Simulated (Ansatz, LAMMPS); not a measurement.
# Relaxing a frame of liquid acetonitrile from 298 K (114 atoms), part 3 of 3

Aim: bring a frame of liquid acetonitrile from 298 K (114 atoms) to a nearby minimum of the energy and see what moves.

Ansatz 0.2.0; Kohn-Sham DFT, PBE+D4, PAW (set soft_2), plane waves.

The cell: 38 C, 19 N and 57 H. The network of contacts between molecules at the start is that of the classical potential that made the cell. Only the Γ point is sampled, in a cell whose shortest periodic width is 12 Å.

So far, density (g/cm³): step 5 (structure statistics after relaxation) 0.902.

## Step 6: Single point at the relaxed geometry

One more single point at the end of the walk gives the fuller output and checks the residual forces.

input.yaml reads:

```yaml
crystal:
  lattice:
    - [10.75497, -0.21944, -0.56962]
    - [-0.21944, 11.76855, -0.35311]
    - [-0.56962, -0.35311, 11.38427]
  atoms:
    - { symbol: C, position: [0.7725, 0.49822, 0.16704] }
    - { symbol: C, position: [0.66967, 0.43952, 0.21325] }
    - { symbol: "N", position: [0.58623, 0.39199, 0.24895] }
    - { symbol: H, position: [0.77657, 0.58889, 0.19656] }
    - { symbol: H, position: [0.75915, 0.48782, 0.07016] }
    - { symbol: H, position: [0.86151, 0.46155, 0.19715] }
    - { symbol: C, position: [0.85949, 0.90726, 0.56789] }
    - { symbol: C, position: [0.9856, 0.8692, 0.58279] }
    - { symbol: "N", position: [0.08707, 0.83834, 0.59326] }
    - { symbol: H, position: [0.80609, 0.8777, 0.6382] }
    - { symbol: H, position: [0.81527, 0.87257, 0.4815] }
    - { symbol: H, position: [0.86088, 0.00061, 0.57083] }
    - { symbol: C, position: [0.94659, 0.87689, 0.12909] }
    - { symbol: C, position: [0.87869, 0.82443, 0.21599] }
    - { symbol: "N", position: [0.82352, 0.78044, 0.28445] }
    - { symbol: H, position: [0.02001, 0.936, 0.17362] }
    - { symbol: H, position: [0.88311, 0.92562, 0.07209] }
    - { symbol: H, position: [0.98711, 0.81053, 0.07473] }
    - { symbol: C, position: [0.26691, 0.89323, 0.35908] }
    - { symbol: C, position: [0.26482, 0.96296, 0.25889] }
    - { symbol: "N", position: [0.26301, 0.01914, 0.17839] }
    - { symbol: H, position: [0.29501, 0.80717, 0.33416] }
    - { symbol: H, position: [0.1742, 0.88928, 0.39101] }
    - { symbol: H, position: [0.33344, 0.93247, 0.43079] }
    - { symbol: C, position: [0.68251, 0.70103, 0.94719] }
    - { symbol: C, position: [0.67053, 0.76799, 0.84472] }
    - { symbol: "N", position: [0.66115, 0.82152, 0.76213] }
    - { symbol: H, position: [0.63446, 0.61746, 0.92508] }
    - { symbol: H, position: [0.6393, 0.74358, 0.02014] }
    - { symbol: H, position: [0.78181, 0.68897, 0.97354] }
    - { symbol: C, position: [0.98424, 0.45172, 0.81752] }
    - { symbol: C, position: [0.99437, 0.55551, 0.89314] }
    - { symbol: "N", position: [0.00202, 0.63874, 0.95416] }
    - { symbol: H, position: [0.96161, 0.47088, 0.72489] }
    - { symbol: H, position: [0.90831, 0.39603, 0.84197] }
    - { symbol: H, position: [0.07253, 0.40777, 0.8271] }
    - { symbol: C, position: [0.08076, 0.57583, 0.42679] }
    - { symbol: C, position: [0.20933, 0.5808, 0.40072] }
    - { symbol: "N", position: [0.31345, 0.58638, 0.38205] }
    - { symbol: H, position: [0.06691, 0.50575, 0.48411] }
    - { symbol: H, position: [0.01887, 0.56136, 0.34443] }
    - { symbol: H, position: [0.05928, 0.65608, 0.47291] }
    - { symbol: C, position: [0.21296, 0.85993, 0.90643] }
    - { symbol: C, position: [0.10457, 0.92801, 0.8866] }
    - { symbol: "N", position: [0.01744, 0.98255, 0.87124] }
    - { symbol: H, position: [0.26321, 0.88423, 0.99346] }
    - { symbol: H, position: [0.27562, 0.87316, 0.83807] }
    - { symbol: H, position: [0.18323, 0.76953, 0.90283] }
    - { symbol: C, position: [0.88674, 0.26109, 0.39247] }
    - { symbol: C, position: [0.95491, 0.15847, 0.37746] }
    - { symbol: "N", position: [0.00955, 0.07582, 0.36654] }
    - { symbol: H, position: [0.86023, 0.26996, 0.48295] }
    - { symbol: H, position: [0.80231, 0.25701, 0.3295] }
    - { symbol: H, position: [0.94597, 0.3353, 0.37706] }
    - { symbol: C, position: [0.02232, 0.19706, 0.06616] }
    - { symbol: C, position: [0.04777, 0.30759, 0.12815] }
    - { symbol: "N", position: [0.06702, 0.39605, 0.17905] }
    - { symbol: H, position: [0.02829, 0.20337, 0.9714] }
    - { symbol: H, position: [0.92876, 0.16406, 0.08084] }
    - { symbol: H, position: [0.09182, 0.1373, 0.09859] }
    - { symbol: C, position: [0.32634, 0.27976, 0.35321] }
    - { symbol: C, position: [0.37732, 0.19722, 0.43161] }
    - { symbol: "N", position: [0.4189, 0.13116, 0.49494] }
    - { symbol: H, position: [0.2716, 0.33951, 0.40192] }
    - { symbol: H, position: [0.26522, 0.23568, 0.28052] }
    - { symbol: H, position: [0.4027, 0.32669, 0.31768] }
    - { symbol: C, position: [0.37393, 0.74901, 0.64123] }
    - { symbol: C, position: [0.38552, 0.6681, 0.73191] }
    - { symbol: "N", position: [0.39525, 0.60364, 0.80528] }
    - { symbol: H, position: [0.28045, 0.78404, 0.63487] }
    - { symbol: H, position: [0.38595, 0.70586, 0.55539] }
    - { symbol: H, position: [0.44622, 0.81753, 0.66182] }
    - { symbol: C, position: [0.63287, 0.6496, 0.46457] }
    - { symbol: C, position: [0.72886, 0.57579, 0.50948] }
    - { symbol: "N", position: [0.80627, 0.51718, 0.54601] }
    - { symbol: H, position: [0.54538, 0.60073, 0.43437] }
    - { symbol: H, position: [0.66482, 0.69356, 0.39012] }
    - { symbol: H, position: [0.61596, 0.71331, 0.53485] }
    [... 30 atom lines left out ...]
    - { symbol: C, position: [0.33639, 0.55149, 0.08897] }
    - { symbol: C, position: [0.3934, 0.6642, 0.11819] }
    - { symbol: "N", position: [0.44038, 0.75455, 0.14002] }
    - { symbol: H, position: [0.23855, 0.54871, 0.108] }
    - { symbol: H, position: [0.38675, 0.49015, 0.14257] }
    - { symbol: H, position: [0.34101, 0.52869, 0.99474] }
kpoints:
  mp_grid: { grid: [1, 1, 1] }
hamiltonian:
  xc: pbe
  dispersion: d4
scf:
  occupations: { method: fixed }
output:
  forces: true
  stress: true
  populations: intrinsic
  dos:
    method: { smearing: { sigma: 0.1 } }
    de: 0.1
    projected: { site_lists: { C: [C], H: [H], "N": ["N"] } }
  eigenvalues: true
  write_density: true
  write_potential: true
  volumetric_format: npy
```

Launch:

```sh
$ ansatz run input.yaml --threads 4 --pin off --max-ram 8192MiB --backend cpu --events-out ev --progress --plain --runs-dir out
```

Numbers of over 12 decimals in the logs are rounded to 6 here.

The log of the run:

```text
[...]
Crystal: 114 atoms, lattice volume = 1435.116 Å³
Basis set: ecut = 420 eV, 28029 PW (Γ), exchange–correlation on 150×160×160 points (8 copies of the dense FFT grid, shifted against one another)
Bands: 266, of which v1, the nominal top of the filled ones, is band 152 counted from 1 (151 counted from 0)
Symmetry: 1 space group operations
[...]
k-points: 1
[...]
SCF iter   1: F=—  HF=-17741.633663 eV  |F-HF|=—  |Δ(HF+E_count)|=         —  Δρ=3.38e-3  dr2=2.72e-1  ethr=1.77e-3  ⟨swp⟩=5.0  Hψ=914  notcnv=0  defer=109
[...]
SCF iter  10: F=-17741.670646 eV  HF=-17741.670646 eV  |F-HF|=6.44e-9  |Δ(HF+E_count)|=   1.79e-7  Δρ=1.61e-6  dr2=3.88e-8  ethr=3.29e-11  ⟨swp⟩=18.0  Hψ=2765  notcnv=0
SCF 1 converged in 10 iterations: F = -17741.670646 eV  dr2 = 3.88e-8
[...]
WARN: The input density's exchange-correlation potential varies sharply where the density is thin. Do not read a vacuum level from v_tot or v_xc, or from such a field of the output density. On a cell that repeats whose density bears no net charge and no dipole along the vacuum's axis use v_es (v_loc + v_h of the components); [...]
SCF converged after 10 iterations
Free energy (F): -17741.670646 eV
[...]
Internal energy: -17741.670646 eV  (E = F + TS)
E sigma→0 (E₀):  -17741.670646 eV
Fermi energy:    -3.261183 eV
[...]
--- Forces (eV/Å), atoms counted from 1 ---
  atom   1  C     -0.00384597    -0.00006808    -0.00032657
  atom   2  C     -0.01343242    -0.00866633     0.00618582
  atom   3  N      0.01444789     0.00795915    -0.00738055
  atom   4  H     -0.00017519     0.00301242     0.00040501
  atom   5  H      0.00020275    -0.00097351     0.00292334
  atom   6  H      0.00126631    -0.00128729    -0.00151515
  atom   7  C     -0.00031692    -0.00116653    -0.00119114
  atom   8  C      0.00779435    -0.00139978     0.00187341
  atom   9  N     -0.00771908     0.00331479    -0.00214209
  atom  10  H      0.00018802    -0.00150421    -0.00102713
  atom  11  H     -0.00122591     0.00137762     0.00325403
  atom  12  H     -0.00017009     0.00135697    -0.00179944
  atom  13  C      0.00327761     0.00199074     0.00018123
  atom  14  C     -0.00257258    -0.00318332     0.00359917
[...]
atom 113  H     -0.00236654     0.00106828     0.00028921
  atom 114  H     -0.00245573     0.00109883     0.00508332
  max |Σ_I F_I| component: 9.89e-5 eV/Å
--- Stress (GPa, compression-positive) ---
       -0.040717      -0.004825      -0.011294
       -0.004825       0.018462      -0.009424
       -0.011293      -0.009424      -0.000923
  P = ⅓ Tr σ = -0.0077 GPa (-0.077 kbar)
--- Band table (eV) ---
[...]
--- intrinsic populations: 114 sites ---
  site symbol       q [e]
     0      C      4.5716
     1      C      3.8093
     2      N      5.2985
[...]
113      H      0.7604
  spilling = 0.000000 (of n_electrons = 304.000000)
```

Elapsed: 29 s, on 4 threads of Arm Neoverse N1, shared host; peak memory 1.4 GiB; 1.8 min of CPU time.

The program notes that the exchange-correlation potential is rough where the density is thin.

The run gave:

```yaml
free_energy: -17741.6706 eV
free_energy_per_atom: -155.6287 eV/atom
scf_cycles: 10
pressure: -0.007726 GPa
r_m_s_force_component: 0.00426 eV/Å
longest_force: 0.02047 eV/Å
fermi_energy: -3.261 eV
spacing_of_highest_filled_and_lowest_empty_level: 6.537 eV
```

Intrinsic-atomic-orbital charges by element and coordination:

```tsv
element	coordination	atoms	mean charge (e)	spread	least	most
C	all	38	-0.193	0.383	-0.586	0.206
C	2	19	0.190	0.0093	0.172	0.206
C	4	19	-0.576	0.0046	-0.586	-0.568
H	all	57	0.230	0.0069	0.216	0.248
N	all	19	-0.304	0.0086	-0.318	-0.289
```

Density of states as counts of states in windows of 1 eV (from the Fermi level), total and the larger projections:

```tsv
from (eV)	to (eV)	total	C p	N p	H s	N s	C s
-14	-12	0.0	0.0	0.0	0.0	0.0	0.0
-12	-11	36.6	9.1	0.0	8.3	1.2	17.5
-11	-10	1.4	0.3	0.0	0.3	0.0	0.7
-10	-6	0.0	0.0	0.0	0.0	0.0	0.0
-6	-5	1.8	1.0	0.1	0.3	0.1	0.3
-5	-4	36.2	20.4	0.9	6.6	1.4	6.4
-4	-3	68.9	44.9	4.1	18.0	0.2	0.2
-3	-2	7.1	4.7	0.3	2.0	0.0	0.0
-2	-1	33.2	4.3	19.7	0.5	7.8	0.2
-1	0	78.9	28.7	40.8	6.4	2.1	0.1
0	1	1.9	0.8	1.0	0.2	0.0	0.0
1	5	0.0	0.0	0.0	0.0	0.0	0.0
```

With fixed occupations the program's Fermi level is the highest filled level; weight inside the gap is the broadening of levels at its edges.

Between -16 and -14 eV lie 38 more states.

The levels nearest the highest filled one (over half full), pooled over k-points and spins:

```tsv
level less the highest filled one (eV)	occupation
-0.142	2
-0.128	2
-0.104	2
-0.0861	2
-0.0724	2
0	2
6.54	0
6.62	0
6.77	0
6.81	0
6.83	0
6.90	0
```

Electrostatic potential energy in the bc plane at fractional x = 0.263, with atoms of C and N and H within 0.2 Å of it. With pseudopotentials it is smooth inside the atoms' cores, unlike the true potential.

Ten even steps from '0' (-38 eV) to '9' (5 eV), each cell a mean:
```
999999987558999999999999999852699
999999983003899999999999998634799
999999984004999999999999998634799
999999998668999999999999999822799
999999999999999999999999999866899
999989999999999999999999999999999
999626999999999999999999999999999
999637999999999999999999987899999
999999999999999999999999832799999
999999999999999999999999877899999
999999999999999999999999999999999
999999999999999999999999999999999
999999999999999999888999999999999
999999999874799998635899999987789
999999988741699998303799998730058
899999986578999998646899986510047
589999843789999999999999987763322
279999833899999999999999999987200
026999988999999999999999999998510
003999999999999999999999999999871
237999999999999997579999999999985
999999999999999986278999999999999
999999999999999998789999999998999
999999998999999999999999999952699
```
Columns run along b (11.8 Å; values clipped at the 3rd and 97th percentile), rows up along c (11.4 Å). Atoms in or near the plane, at fractional coordinates: C at (0.89, 0.36), C at (0.96, 0.26), N at (0.02, 0.18), H at (0.88, 0.99), H at (0.87, 0.84), H at (0.34, 0.40), H at (0.24, 0.28), H at (0.78, 0.63), N at (0.30, 0.91), H at (0.13, 0.70).

Valence density in the bc plane at fractional x = 0.263, with atoms of C and N and H within 0.2 Å of it. It is the smooth field of the valence electrons, not physical close to the nuclei.

Ten steps, logarithmic in the rise over the least value, from '0' (0.0 e/Å³) to '9' (3.7 e/Å³), each cell a mean:
```
000001357776420122210000123578631
000002468998521001100000134677631
000001358998520000000000134677631
000001235665310000011000123687531
000011112332100000111110012455410
001233211000000000111211101122100
013575321110000000011221121100000
013565422222110000001122344310000
012343333333221000000113566420000
001122223333321000000012455310000
000011112223221000000011222100000
000011111111110001122111000000000
000011111222210013455421000123332
100112233456421135787631001346653
210012345677521136898642124678864
421012356765420135787531146788875
642112477653200013454311135667887
864212467531000001111100012345788
987421233210000000110000000124689
998521000000000123332100000012479
887420000000000246754211000001357
554210000000001257864211000001124
111000111211000245653210000123221
000001234443100134432100002367531
```
Columns run along b (11.8 Å), rows up along c (11.4 Å). Atoms in or near the plane, at fractional coordinates: C at (0.89, 0.36), C at (0.96, 0.26), N at (0.02, 0.18), H at (0.88, 0.99), H at (0.87, 0.84), H at (0.34, 0.40), H at (0.24, 0.28), H at (0.78, 0.63), N at (0.30, 0.91), H at (0.13, 0.70).

Mean intrinsic-atomic-orbital charges: C -0.19, H +0.23, N -0.30 e.

The surroundings of H72, picked at random, nearest first, numbered as they follow in the input and with coordinates relative to it.

```tsv
atom	x	y	z	distance (Å)	bonds	intrinsic-atomic-orbital charge (e)
H72	0.00	0.00	0.00	0.00	1	0.22
C67	-0.75	-0.78	-0.17	1.10	4	-0.59
H71	-0.56	-1.26	-1.14	1.79	1	0.22
H70	-1.76	-0.35	-0.20	1.81	1	0.23
C68	-0.66	-1.77	0.89	2.09	2	0.18
N27	2.25	-0.04	1.02	2.47	1	-0.31
H78	1.92	-1.22	-1.51	2.73	1	0.22
H47	-1.95	0.63	2.08	2.92	1	0.22
```

The column of bonds counts only the pairs H-C within 1.34 Å, C-C within 1.82 Å, C-N within 1.62 Å; other neighbours, such as metal atoms beside each other in a compound, aren't counted, and periodic images can show an atom twice.

## Step 7: Other settings

Changed here: scf.mixing.algorithm = "anderson", scf.mixing.beta = 0.05 and scf.mixing.preconditioner = "ldos".

input.yaml reads:

```yaml
crystal:
  lattice:
    - [11.83169, 0.0, 0.0]
    - [0.0, 11.83169, 0.0]
    - [0.0, 0.0, 11.83169]
  atoms:
    [... the 114 atom lines of step 3 ...]
kpoints:
  mp_grid: { grid: [1, 1, 1] }
hamiltonian:
  xc: pbe
  dispersion: d4
scf:
  occupations: { method: fixed }
  mixing: { algorithm: anderson, beta: 0.05, preconditioner: ldos }
output:
  forces: true
  stress: true
  populations: intrinsic
  dos:
    method: { smearing: { sigma: 0.1 } }
    de: 0.1
    projected: { site_lists: { C: [C], H: [H], "N": ["N"] } }
  eigenvalues: true
```

The log of the run:

```text
Error: inconsistent input (scf.mixing.preconditioner, scf.occupations.method): ldos needs the smeared local DOS at the Fermi level to build its model. With no smearing kernel (method: fixed, a smearing width below the step floor, tetrahedron integration, or explicit occupations) the LDOS field is never tabulated. [...]
```

Run time: 0.04 s. Hardware: 4 threads; peak memory 0.032 GiB; 0.03 s of CPU time.

The input was rejected at the start.

The program's message: “Error: inconsistent input (scf.mixing.preconditioner, scf.occupations.method): ldos needs the smeared local DOS at the Fermi level to build its model. With no smearing kernel (method: fixed, a smearin …”

Runs without a result: scf.mixing.algorithm = "anderson", scf.mixing.beta = 0.05 and scf.mixing.preconditioner = "ldos" (refused).

## Step 8: What came out

| Quantity | Value |
| --- | --- |
| energy change in the relaxation | -42.49 meV/atom |
| r.m.s. displacement | 1.029 Å |
| largest displacement | 2.295 Å |
| free energy per atom | -155.6287 eV/atom |
| pressure | -0.007726 GPa |
| r.m.s. force component | 0.00426 eV/Å |
| gap (highest filled to lowest empty level) | 6.537 eV |
| wall time of the 3 DFT runs | 20 min |

**Reading.** Relaxation lowers the energy by 42.5 meV/atom and moves atoms by 1.0 Å r.m.s.; the r.m.s. force component goes from 1.0 to 0.0043 eV/Å, the pressure goes from -0.35 to -0.0077 GPa, and the gap from 5.75 to 6.54 eV. Displacements are taken in the final cell, so they leave out its strain. By the final cutoffs no bond was broken or made. The cell shrank by 13.4 % in volume. From the first step to the last the energy fell by 4.844 eV, across changes of basis, and the largest move was 2.30 Å (N3). The C-C bonds change most in mean length: from 1.466 Å (spread 0.025) to 1.446 Å (spread 0.001). With the cutoffs above, 50 % of C atoms have 2 and as many 4, all H atoms have 1 and all N atoms have 1 bonded neighbour. The highest filled and lowest empty levels differ by 6.54 eV (at Γ alone); a semilocal functional tends to put such gaps too low. In a disordered cell it changes from sample to sample and from frame to frame.

**Limits.** The network of contacts between molecules at the start is that of the classical potential that made the cell; in DFT atoms moved by 1.0 Å r.m.s.

[Logs are printed without paths, hosts, clocks, repeated set-up lines and the standing remarks that a program may print on its own settings, such as how far it seeks lower states.]

[Hosts, paths, dates, database ids (printed as entryN), source tags and the programs' standing remarks are cut or masked in the printed files.]
